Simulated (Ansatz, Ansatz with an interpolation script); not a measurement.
Planning a run of Ansatz 0.2.0 on LuBi2O4Cl (P4/mmm). The input:

```yaml
crystal:
  lattice:
    - [3.8232, 0.0, 0.0]
    - [0.0, 3.8232, 0.0]
    - [0.0, 0.0, 8.856]
  atoms:
    - { symbol: Lu, position: [0.0, 0.0, 0.0] }
    - { symbol: Bi, position: [0.5, 0.5, 0.7193] }
    - { symbol: Bi, position: [0.5, 0.5, 0.2807] }
    - { symbol: Cl, position: [0.0, 0.0, 0.5] }
    - { symbol: O, position: [0.5, 0.0, 0.848] }
    - { symbol: O, position: [0.0, 0.5, 0.848] }
    - { symbol: O, position: [0.5, 0.0, 0.152] }
    - { symbol: O, position: [0.0, 0.5, 0.152] }
kpoints:
  mp_grid: { grid: [4, 4, 2] }
  band_path:
    path:
      - [[0.0, 0.0, 0.0], [0.0, 0.5, 0.0], [0.5, 0.5, 0.0], [0.0, 0.0, 0.0], [0.0, 0.0, 0.5], [0.0, 0.5, 0.5], [0.5, 0.5, 0.5], [0.0, 0.0, 0.5]]
      - [[0.0, 0.5, 0.0], [0.0, 0.5, 0.5]]
      - [[0.5, 0.5, 0.0], [0.5, 0.5, 0.5]]
    npoints: 10
hamiltonian:
  xc: pbesol
  pseudopotentials: { kind: paw, azcp: { folder: soft_1 }, xc_functional: pbe }
scf:
  occupations: { method: fermi_dirac, width: 0.02 }
  n_extra_bands: 68
output:
  eigenvalues: true
  forces: true
  stress: true
  fatbands: true
  write_density: true
  write_potential: true
  elf: true
  volumetric_format: npy
```

```sh
ansatz run input.yaml --threads 2 --pin off --max-ram 92160MiB --backend cuda --events-out ev --progress --plain --runs-dir out --devices 1 --max-vram 13GiB
```

How long will it take on 1 × NVIDIA H100 80GB HBM3 (shared by 6 runs) with 2 threads of AMD EPYC 7R13 (Zen 3), shared host, and how much memory?

It took 16 s; on shared hardware allow 8.1 s to 32 s. Peak host memory was 1.1 GiB. The sizes that set the cost: 2541 plane waves a state, 12 irreducible k points and 10 SCF cycles.

[Paths, hosts, dates, memory and timing lines, banners, echoed tables and standing remarks are left out of the program output.]

[Logs are printed without paths, hosts, clocks, repeated set-up lines and the standing remarks that a program may print on its own settings, such as how far it seeks lower states.]

[Runs of the session that timed out or met a known fault of the program may be left out.]

[Hosts, paths, dates, database ids (printed as entryN), source tags and the programs' standing remarks are cut or masked in the printed files.]
